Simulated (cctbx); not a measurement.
## Diagnosing a refinement

Cell a = 7.3990 Å, b = 7.3990 Å, c = 3.8880 Å, α = 90.00°, β = 90.00°, γ = 120.00°; space group P-6m2 (no. 187). The compound is CeSc3Si3GeRh3.

Simulated single-crystal data (cctbx): Cu Kα, λ = 1.54184 Å, to d = 0.83 Å, 70 % of the full sphere, strongest reflection 5000 counts, noise from counting, a 4 % proportional error and a noise floor of 15 counts (s.d.); no absorption.

An anisotropic refinement with weights 1/σ² prints:

```text
Rint 0.066, 159 unique reflections to 0.83 A
cycle     R1     wR2    GooF  max shift (A)
   1  0.0328  0.0668   1.574   0.01228
   2  0.0248  0.0486   1.144   0.00000
final R1 0.0248 wR2 0.0486 GooF 1.144  parameters 16  data/parameter 9.9
atom        x        y        z      Ueq    occ   su(xyz)  su(Uiso or U11)
Ce1    0.00000  0.00000  0.00000   0.0158  1.000  0.00000  0.0006
Mo1    0.39711  0.19855  0.50000   0.0160  1.000  0.00028  0.0009
Ge1    0.66667  0.33333  0.00000   0.0172  1.000  0.00000  0.0013
Sc1    0.06638  0.53319  0.00000   0.0217  1.000  0.00064  0.0021
Si1    0.60660  0.80330  0.50000   0.0244  1.000  0.00124  0.0033
difference map: max 1.49 min -1.09 rms 0.25
Q1    0.6667  0.3333  0.5000    1    1.49  1.73 A from Mo1
Q2    0.3333  0.6667  0.5000    1    1.29  1.75 A from Si1
Q3    0.1182  0.5591  0.5000    3    1.12  1.60 A from Si1
Q4    0.3507  0.1753  0.5000    3    1.00  0.30 A from Mo1
Q5    0.0061  0.2337  0.0000    6    0.83  1.71 A from Ce1
Q6    0.4066  0.0689  0.0000    6    0.77  1.28 A from Sc1
```

**Question.** Can this result stand? If not, what is the likely fault?

Mend it. The fault: wrong element: Mo1 is Rh. Against the right model at the same level, R1 goes from 0.0190 to 0.0248 and GooF from 0.89 to 1.14. Mo1 has 3 electrons too few and its U shrinks to make up, as expected.

The compound is CeSc3Si3GeRh3. The right model at the same level gives:

```text
Rint 0.066, 159 unique reflections to 0.83 A
cycle     R1     wR2    GooF  max shift (A)
   1  0.0239  0.0470   1.108   0.00395
   2  0.0190  0.0378   0.891   0.00000
final R1 0.0190 wR2 0.0378 GooF 0.891  parameters 16  data/parameter 9.9
atom        x        y        z      Ueq    occ   su(xyz)  su(Uiso or U11)
Ce1    0.00000  0.00000  0.00000   0.0131  1.000  0.00000  0.0005
Rh1    0.39677  0.19838  0.50000   0.0178  1.000  0.00022  0.0007
Ge1    0.66667  0.33333  0.00000   0.0142  1.000  0.00000  0.0010
Sc1    0.06698  0.53349  0.00000   0.0191  1.000  0.00051  0.0016
Si1    0.60530  0.80265  0.50000   0.0224  1.000  0.00100  0.0027
Flack x: -0.032(19)
Hooft y: -0.021(20)  Bijvoet pairs: 69
difference map: max 1.24 min -1.22 rms 0.20
Q1    0.3333  0.6667  0.5000    1    1.24  1.74 A from Si1
Q2    0.6667  0.3333  0.5000    1    0.98  1.73 A from Rh1
Q3    0.1204  0.5602  0.5000    3    0.88  1.59 A from Si1
Q4    0.2593  0.5186  0.5000    3    0.76  0.79 A from Si1
Q5    0.9973  0.2294  0.0000    6    0.75  1.71 A from Ce1
Q6    0.1970  0.3940  0.5000    3    0.66  0.00 A from Si1
```

This is a model crystal, built by substitution and not relaxed, with assumed displacement parameters.

[Middle refinement cycles are left out of these outputs.]

[Logs are printed without paths, hosts, clocks, repeated set-up lines and the standing remarks that a program may print on its own settings, such as how far it seeks lower states.]
